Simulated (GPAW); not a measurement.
# Ta2N(OH)2 MXene monolayer in an electric field

How does Ta2N(OH)2 MXene monolayer screen a perpendicular field?

Program: GPAW 26.7.0. Level of theory: GPAW, PAW setups; layer in a repeated cell with vacuum, relaxation of atoms and in-plane cell, in the first sound run; inputs show where later runs differ. Results are calculated unless marked as measured.

**1. Starting point**

The cell holds 7 atoms: 2 H, 2 O, 2 Ta and 1 N. Its edges and angles: a = 3.155 Å, b = 3.155 Å, c = 22.882 Å, α = 90.0°, β = 90.0°, γ = 120.0°. Vacuum lies along c.

**2. Relaxation**

Forces are removed first; all later runs use this geometry.

The input, run.py:

```python
import json
import numpy as np
from ase import Atoms
from ase.filters import FrechetCellFilter
from ase.optimize import BFGS
from gpaw import GPAW, PW

slab = Atoms(
    ['H', 'O', 'Ta', 'N', 'Ta', 'O', 'H'],
    positions=[
        [-0.00000, 1.82130, 8.00000],
        [-0.00000, 1.82130, 8.98000],
        [1.57729, 0.91065, 10.19613],
        [0.00000, 0.00000, 11.44084],
        [-0.00000, 1.82130, 12.68556],
        [1.57729, 0.91065, 13.90169],
        [1.57729, 0.91065, 14.88169]],
    cell=[[3.15458, 0.0, 0.0], [-1.57729, 2.73195, 0.0], [0.0, 0.0, 22.8817]],
    pbc=[True, True, True])

slab.calc = GPAW(mode=PW(600), xc='PBE', kpts={'size': (12, 12, 1), 'gamma': True},
                 occupations={'name': 'fermi-dirac', 'width': 0.05}, nbands='160%',
                 convergence={'density': 1e-05}, maxiter=200,
                 symmetry={'tolerance': 1e-3}, txt='slab.txt')
result = {}
# The in-plane cell is free; stress needs a cell that repeats along all three vectors
path = []
opt = BFGS(FrechetCellFilter(slab, mask=[1, 1, 0, 0, 0, 1]), maxstep=0.2)
opt.attach(lambda: path.append((slab.get_potential_energy(), slab.positions.tolist(), slab.get_forces().tolist())))
result['relaxed'] = bool(opt.run(fmax=0.02, steps=45))
result['path'] = path
result['cell'] = slab.cell.tolist()
print('in-plane lattice', slab.cell.cellpar().round(4)[[0, 1, 5]])
energy = slab.get_potential_energy()
fermi = slab.calc.get_fermi_level()
v = slab.calc.get_electrostatic_potential().mean((0, 1)) - fermi
n = slab.calc.get_pseudo_density().mean((0, 1))
L = slab.cell[2, 2]
z = np.arange(len(v)) * L / len(v)
low, high = slab.positions[:, 2].min(), slab.positions[:, 2].max()
below, above = np.interp([low - 5.8, high + 5.8], z, v)
slopes = [np.interp(x, z, np.gradient(v, z)) for x in (low - 5.8, high + 5.8)]
eps = np.array([[slab.calc.get_eigenvalues(k, s) for k in range(len(slab.calc.get_ibz_k_points()))]
                for s in range(slab.calc.get_number_of_spins())]) - fermi
top, bottom = eps[eps < 0].max(), eps[eps > 0].min()
dipole = slab.get_dipole_moment()[2]
print(f'energy {energy:.4f} eV, Fermi level {fermi:.4f} eV, dipole {dipole:.5f} e A')
print(f'potential 5.8 A off the faces, from the Fermi level: lower {below:.4f} eV, upper {above:.4f} eV')
print(f'slope of the potential there: lower {slopes[0]:.5f}, upper {slopes[1]:.5f} eV/A')
print(f'nearest levels on the mesh: {top:.4f} and {bottom:.4f} eV')
print('magnetic moment', round(slab.get_magnetic_moment(), 3))
result.update(energy=energy, fermi=fermi, dipole=dipole, below=below, above=above, slopes=slopes, edges=[top, bottom],
              z=z.tolist(), v=v.tolist(), n=n.tolist(), positions=slab.positions.tolist(),
              forces=slab.get_forces(apply_constraint=False).tolist(), moments=slab.get_magnetic_moments().tolist())
json.dump(result, open('result.json', 'w'))
```

The run is started by

```console
$ OMP_NUM_THREADS=1 OPENBLAS_NUM_THREADS=1 python run.py
```

The program printed:

```text
Step          Energy          fmax
BFGS:    0      -51.129405        2.862699
BFGS:    1      -51.360655        2.071950
BFGS:    2      -51.649586        0.608683
BFGS:    3      -51.661478        0.475592
BFGS:    4      -51.668245        0.176998
BFGS:    5      -51.675279        0.188970
BFGS:    6      -51.707572        0.449304
BFGS:    7      -51.752056        0.741213
BFGS:    8      -51.797461        0.606556
BFGS:    9      -51.825355        0.132428
BFGS:   10      -51.826663        0.020619
BFGS:   11      -51.826689        0.018369
in-plane lattice [  3.2129   3.2129 120.    ]
energy -51.8186 eV, Fermi level 1.7920 eV, dipole -0.00022 e A
potential 5.8 A off the faces, from the Fermi level: lower 2.8392 eV, upper 2.8399 eV
slope of the potential there: lower -0.00137, upper 0.00104 eV/A
nearest levels on the mesh: -0.0445 and 0.0747 eV
magnetic moment 0.0
```

The job ended after 11 min (1 thread of AMD EPYC 9B14 (Zen 4), shared host; peak memory 0.68 GiB).

This step gave:

| Property | Result |
| --- | --- |
| dipole along the normal | -2.22e-4 e·Å |
| levels nearest the Fermi level on the mesh | -0.04446, 0.07466 eV from the Fermi level |

Electrostatic potential energy of an electron (without an applied field's), less the Fermi level, planar mean against z:

z (Å), electrostatic potential energy of an electron (without an applied field's), less the Fermi level, planar mean (eV) and a bar from the least value:
```
      0.0        2.8 ##############################
      0.5        2.8 ##############################
      1.0        2.8 ##############################
      1.5        2.8 ##############################
      2.0        2.8 ##############################
      2.5        2.8 ##############################
      3.0        2.8 ##############################
      3.5        2.8 ##############################
      4.0        2.8 ##############################
      4.5        2.8 ##############################
      5.0        2.8 ##############################
      5.5        2.7 ##############################
      6.0        2.6 ##############################
      6.5        2.3 #############################
      7.0        1.8 #############################
      7.5        0.9 ############################
      8.0       -1.3 #########################
      8.5       -1.1 ##########################
      9.0      -10.3 ###############
      9.5       -7.7 ##################
     10.0      -17.5 #######
     10.5      -23.5 #
     11.0      -13.7 ############
     11.5      -16.4 #########
     12.0      -15.5 ##########
     12.5      -24.2 
     13.0      -14.1 ###########
     13.5       -8.1 ##################
     14.0       -7.7 ##################
     14.5       -0.7 ##########################
     15.0       -0.7 ##########################
     15.5        1.2 ############################
     16.0        2.0 #############################
     16.5        2.4 ##############################
     17.0        2.6 ##############################
     17.5        2.7 ##############################
     18.0        2.8 ##############################
     18.5        2.8 ##############################
     19.0        2.8 ##############################
     19.5        2.8 ##############################
     20.0        2.8 ##############################
     20.5        2.8 ##############################
     21.0        2.8 ##############################
     21.5        2.8 ##############################
     22.0        2.8 ##############################
     22.5        2.8 ##############################
```

The pseudo valence density, planar mean oscillates, so the rows of the table below give means over windows of 1.19 Å about each position, cut where the curve ends. Its maxima inside the range that stand out by 2 % of the span (Å: e/Å³): 9.2: 0.854, 10.3: 1.33, 11.4: 0.832, 12.5: 1.33, 13.7: 0.854. Its minima: 9.7: 0.500, 11.0: 0.777, 11.9: 0.777, 13.2: 0.500.

Table of pseudo valence density, planar mean by z; means over each step:

z (Å), pseudo valence density, planar mean (e/Å³) and a bar:
```
     2.97       0.00 
     4.17       0.00 
     5.35       0.00 
     6.54       0.01 
     7.73       0.08 ##
     8.93       0.59 ##################
    10.12       0.92 ############################
    11.30       0.83 #########################
    12.49       1.00 ##############################
    13.69       0.65 ###################
    14.88       0.14 ####
    16.06       0.01 
    17.25       0.00 
    18.44       0.00 
    19.63       0.00
```

The relaxation lowered the energy of the cell by 0.704 eV (energies extrapolated to zero smearing; the optimiser's log prints free energies). The largest force left on a free atom is 0.012 eV/Å.

**3. Plane waves, PBE**

The work function is the vacuum plateau of the electrostatic potential less the Fermi level; a dipole layer lets the two faces have plateaus of their own.

This step: GPAW, PAW setups; slab in vacuum (GPAW 26.7.0).

The cell differs from the one that the last finished run ended in (c 22.882 → 22.720 Å).

The input, run.py:

```python
import json
import numpy as np
from ase import Atoms
from gpaw import GPAW, PW

slab = Atoms(
    ['H', 'O', 'Ta', 'N', 'Ta', 'O', 'H'],
    positions=[
        [-0.00000, 1.85495, 8.00000],
        [-0.00000, 1.85495, 8.98729],
        [1.60643, 0.92747, 10.29964],
        [0.00000, 0.00000, 11.36012],
        [-0.00000, 1.85495, 12.42061],
        [1.60643, 0.92747, 13.73297],
        [1.60643, 0.92747, 14.72026]],
    cell=[[3.21286, 0.0, 0.0], [-1.60643, 2.78242, 0.0], [0.0, 0.0, 22.7203]],
    pbc=[True, True, False])

slab.calc = GPAW(mode=PW(500), xc='PBE', kpts={'size': (12, 12, 1), 'gamma': True},
                 occupations={'name': 'fermi-dirac', 'width': 0.05}, nbands='160%',
                 convergence={'density': 1e-05}, maxiter=200,
                 poissonsolver={'dipolelayer': 'xy'},
                 symmetry={'tolerance': 1e-3}, txt='slab.txt')
result = {}
energy = slab.get_potential_energy()
fermi = slab.calc.get_fermi_level()
v = slab.calc.get_electrostatic_potential().mean((0, 1)) - fermi
n = slab.calc.get_pseudo_density().mean((0, 1))
L = slab.cell[2, 2]
z = np.arange(len(v)) * L / len(v)
low, high = slab.positions[:, 2].min(), slab.positions[:, 2].max()
below, above = np.interp([low - 5.8, high + 5.8], z, v)
slopes = [np.interp(x, z, np.gradient(v, z)) for x in (low - 5.8, high + 5.8)]
eps = np.array([[slab.calc.get_eigenvalues(k, s) for k in range(len(slab.calc.get_ibz_k_points()))]
                for s in range(slab.calc.get_number_of_spins())]) - fermi
top, bottom = eps[eps < 0].max(), eps[eps > 0].min()
dipole = slab.get_dipole_moment()[2]
print(f'energy {energy:.4f} eV, Fermi level {fermi:.4f} eV, dipole {dipole:.5f} e A')
print(f'potential 5.8 A off the faces, from the Fermi level: lower {below:.4f} eV, upper {above:.4f} eV')
print(f'slope of the potential there: lower {slopes[0]:.5f}, upper {slopes[1]:.5f} eV/A')
print(f'nearest levels on the mesh: {top:.4f} and {bottom:.4f} eV')
print('magnetic moment', round(slab.get_magnetic_moment(), 3))
result.update(energy=energy, fermi=fermi, dipole=dipole, below=below, above=above, slopes=slopes, edges=[top, bottom],
              z=z.tolist(), v=v.tolist(), n=n.tolist(), positions=slab.positions.tolist(),
              forces=slab.get_forces(apply_constraint=False).tolist(), moments=slab.get_magnetic_moments().tolist())
json.dump(result, open('result.json', 'w'))
```

The program printed:

```text
energy -50.6914 eV, Fermi level 1.8216 eV, dipole -0.00080 e A
potential 5.8 A off the faces, from the Fermi level: lower 2.8405 eV, upper 2.8561 eV
slope of the potential there: lower -0.00172, upper 0.00172 eV/A
nearest levels on the mesh: -0.0445 and 0.0761 eV
magnetic moment 0.0
```

It took 60 s on 1 thread; peak memory 0.29 GiB.

Numbers from this step:

```yaml
dipole_along_the_normal: -7.99e-4 e·Å
levels_nearest_the_fermi_level_on_the_mesh: -0.04452, 0.07605 eV from the Fermi level
upper_work_function: 2.856 eV
lower_work_function: 2.841 eV
```

The electrostatic potential energy of an electron (without an applied field's), less the Fermi level, planar mean oscillates, so the rows of the table below give means over windows of 1.61 Å about each position, cut where the curve ends. Its maxima inside the range that stand out by 2 % of the span (Å: eV): 8.3: -0.754, 9.4: -7.69, 11.0: -13.3, 11.7: -13.3, 13.3: -7.68, 14.4: -0.739. Its minima: 8.0: -1.46, 9.0: -11.1, 10.3: -24.3, 11.4: -16.8, 12.4: -24.2, 13.7: -11.1, 14.7: -1.44.

The electrostatic potential energy of an electron (without an applied field's), less the Fermi level, planar mean by z; means over each step:

| z (Å) | electrostatic potential energy of an electron (without an applied field's), less the Fermi level, planar mean (eV) |
| --- | --- |
| 0.81 | 2.84 |
| 2.42 | 2.84 |
| 4.02 | 2.82 |
| 5.63 | 2.64 |
| 7.24 | 0.907 |
| 8.85 | -6.06 |
| 10.46 | -18.0 |
| 12.07 | -18.4 |
| 13.68 | -7.36 |
| 15.29 | 0.543 |
| 16.90 | 2.60 |
| 18.51 | 2.83 |
| 20.12 | 2.85 |
| 21.73 | 2.86 |

The pseudo valence density, planar mean oscillates, so the rows of the table below give means over windows of 1.14 Å about each position, cut where the curve ends. Its maxima inside the range that stand out by 2 % of the span (Å: e/Å³): 9.1: 0.845, 10.2: 1.30, 11.4: 0.831, 12.5: 1.30, 13.6: 0.845. Its minima: 9.7: 0.512, 11.0: 0.783, 11.7: 0.783, 13.1: 0.512.

Pseudo valence density, planar mean against z; means over each step:

z (Å), pseudo valence density, planar mean (e/Å³) and a bar:
```
     2.85       0.00 
     3.99       0.00 
     5.13       0.00 
     6.27       0.00 
     7.41       0.04 #
     8.55       0.46 ##############
     9.69       0.77 #######################
    10.83       0.96 #############################
    11.97       0.98 ##############################
    13.11       0.74 #######################
    14.25       0.42 #############
    15.39       0.03 #
    16.53       0.00 
    17.67       0.00 
    18.81       0.00 
    19.95       0.00
```

Force by atom:

```
atom  x (eV/Å)  y (eV/Å)  z (eV/Å)   size
  H1     0.000     0.000    -0.111  0.111
  O2     0.000     0.000     0.047  0.047
 Ta3     0.000     0.000    -0.010  0.010
  N4     0.000     0.000     0.000  0.000
 Ta5     0.000     0.000     0.010  0.010
  O6     0.000     0.000    -0.047  0.047
  H7     0.000     0.000     0.111  0.111
```

The potential is flat to 0.002 eV/Å where it is read, so the vacuum is wide enough.

**4. In a field**

A uniform field along the normal polarises the slab; the atoms stay fixed, so this is the electronic response alone.

run.py, as its differences from that of step 3:

```diff
@@ -4,2 +4,3 @@
 from gpaw import GPAW, PW
+from gpaw.external import ConstantElectricField
 
@@ -22,2 +23,3 @@
                  poissonsolver={'dipolelayer': 'xy'},
+                 external=ConstantElectricField(-0.2, [0, 0, 1]),
                  symmetry={'tolerance': 1e-3}, txt='slab.txt')
```

The program printed:

```text
energy -50.7027 eV, Fermi level 1.8122 eV, dipole -0.11320 e A
potential 5.8 A off the faces, from the Fermi level: lower 1.7250 eV, upper 4.0153 eV
slope of the potential there: lower -0.00127, upper 0.00302 eV/A
nearest levels on the mesh: -0.0293 and 0.0749 eV
magnetic moment 0.0
```

Wall time 3.5 min (1 thread); peak memory 0.63 GiB.

This step gave:

```
dipole along the normal                                         : -0.1132 e·Å
levels nearest the Fermi level on the mesh                      : -0.02928, 0.07491 eV from the Fermi level
potential below the slab, the applied field's own ramp left out : 1.725 eV from the Fermi level
potential above the slab, the applied field's own ramp left out : 4.015 eV from the Fermi level
```

The electrostatic potential energy of an electron (without an applied field's), less the Fermi level, planar mean oscillates, so the rows of the table below give means over windows of 1.61 Å about each position, cut where the curve ends. Its maxima inside the range that stand out by 2 % of the span (Å: eV): 8.3: -1.39, 9.4: -8.09, 11.0: -13.4, 11.7: -13.2, 13.3: -7.28, 14.4: -0.114, 22.2: 4.02. Its minima: 8.0: -2.16, 9.0: -11.6, 10.3: -24.5, 11.4: -16.8, 12.4: -24.0, 13.7: -10.6, 14.7: -0.753.

Table of electrostatic potential energy of an electron (without an applied field's), less the Fermi level, planar mean by z; means over each step:

z (Å), electrostatic potential energy of an electron (without an applied field's), less the Fermi level, planar mean (eV) and a bar from the least value:
```
     0.81        1.9 ###########################
     2.42        1.7 ###########################
     4.02        1.7 ###########################
     5.63        1.6 ###########################
     7.24        0.0 #########################
     8.85       -6.6 ################
    10.46      -18.2 
    12.07      -18.2 
    13.68       -6.9 ###############
    15.29        1.4 ##########################
    16.90        3.7 ##############################
    18.51        4.0 ##############################
    20.12        4.0 ##############################
    21.73        4.0 ##############################
```

Force by atom:

```
atom  x (eV/Å)  y (eV/Å)  z (eV/Å)   size
  H1     0.000     0.000    -0.081  0.081
  O2     0.000     0.000    -0.001  0.001
 Ta3     0.000     0.000     0.020  0.020
  N4     0.000     0.000    -0.012  0.012
 Ta5     0.000     0.000     0.031  0.031
  O6     0.000     0.000    -0.085  0.085
  H7     0.000     0.000     0.135  0.135
```

The dipole is now -0.113 e Å, against -8.0e-4 in the run without a field.

**5. Field on**

run.py, as its differences from that of step 4:

```diff
@@ -23,3 +23,3 @@
                  poissonsolver={'dipolelayer': 'xy'},
-                 external=ConstantElectricField(-0.2, [0, 0, 1]),
+                 external=ConstantElectricField(-0.1, [0, 0, 1]),
                  symmetry={'tolerance': 1e-3}, txt='slab.txt')
```

The program printed:

```text
energy -50.6942 eV, Fermi level 1.8193 eV, dipole -0.05653 e A
potential 5.8 A off the faces, from the Fermi level: lower 2.2818 eV, upper 3.4256 eV
slope of the potential there: lower -0.00144, upper 0.00220 eV/A
nearest levels on the mesh: -0.0401 and 0.0758 eV
magnetic moment 0.0
```

Wall time 3.6 min (1 thread); peak memory 0.63 GiB.

This step gave:

* dipole along the normal: -0.05653 e·Å
* levels nearest the Fermi level on the mesh: -0.04009, 0.07580 eV from the Fermi level
* potential below the slab, the applied field's own ramp left out: 2.282 eV from the Fermi level
* potential above the slab, the applied field's own ramp left out: 3.426 eV from the Fermi level

The electrostatic potential energy of an electron (without an applied field's), less the Fermi level, planar mean by z:

| z (Å) | electrostatic potential energy of an electron (without an applied field's), less the Fermi level, planar mean (eV) |
| --- | --- |
| 0.0 | 2.85 |
| 0.5 | 2.28 |
| 1.0 | 2.28 |
| 1.5 | 2.28 |
| 2.0 | 2.28 |
| 2.5 | 2.28 |
| 3.0 | 2.28 |
| 3.5 | 2.28 |
| 4.0 | 2.27 |
| 4.5 | 2.26 |
| 5.0 | 2.23 |
| 5.5 | 2.17 |
| 6.0 | 2.04 |
| 6.5 | 1.78 |
| 7.0 | 1.27 |
| 7.5 | 0.199 |
| 8.0 | -1.80 |
| 8.5 | -2.03 |
| 9.0 | -11.3 |
| 9.5 | -8.44 |
| 10.0 | -19.8 |
| 10.5 | -22.3 |
| 11.0 | -13.4 |
| 11.5 | -15.5 |
| 12.0 | -17.1 |
| 12.5 | -23.8 |
| 13.0 | -11.9 |
| 13.5 | -8.83 |
| 14.0 | -5.38 |
| 14.5 | -0.530 |
| 15.0 | 0.0888 |
| 15.5 | 1.78 |
| 16.0 | 2.57 |
| 16.5 | 2.99 |
| 17.0 | 3.21 |
| 17.5 | 3.32 |
| 18.0 | 3.38 |
| 18.5 | 3.40 |
| 19.0 | 3.42 |
| 19.5 | 3.42 |
| 20.0 | 3.42 |
| 20.5 | 3.43 |
| 21.0 | 3.43 |
| 21.5 | 3.43 |
| 22.0 | 3.43 |
| 22.5 | 3.21 |

Force by atom:

```csv
atom,x (eV/Å),y (eV/Å),z (eV/Å),size
H1,0.000,0.000,-0.096,0.096
O2,0.000,0.000,0.024,0.024
Ta3,0.000,0.000,0.004,0.004
N4,0.000,0.000,-0.006,0.006
Ta5,0.000,0.000,0.022,0.022
O6,0.000,0.000,-0.067,0.067
H7,0.000,0.000,0.123,0.123
```

The dipole is now -0.0565 e Å, against -8.0e-4 in the run without a field.

**6. In a field**

run.py, as its differences from that of step 5:

```diff
@@ -23,3 +23,3 @@
                  poissonsolver={'dipolelayer': 'xy'},
-                 external=ConstantElectricField(-0.1, [0, 0, 1]),
+                 external=ConstantElectricField(-0.05, [0, 0, 1]),
                  symmetry={'tolerance': 1e-3}, txt='slab.txt')
```

The program printed:

```text
energy -50.6921 eV, Fermi level 1.8210 eV, dipole -0.02827 e A
potential 5.8 A off the faces, from the Fermi level: lower 2.5636 eV, upper 3.1356 eV
slope of the potential there: lower -0.00154, upper 0.00193 eV/A
nearest levels on the mesh: -0.0444 and 0.0760 eV
magnetic moment 0.0
```

Elapsed: 3.6 min, on 1 thread; peak memory 0.63 GiB.

(Part 1 of 2 ends here.)

[Logs are printed without paths, hosts, clocks, repeated set-up lines and the standing remarks that a program may print on its own settings, such as how far it seeks lower states.]

[Hosts, paths, dates, database ids (printed as entryN), source tags and the programs' standing remarks are cut or masked in the printed files.]
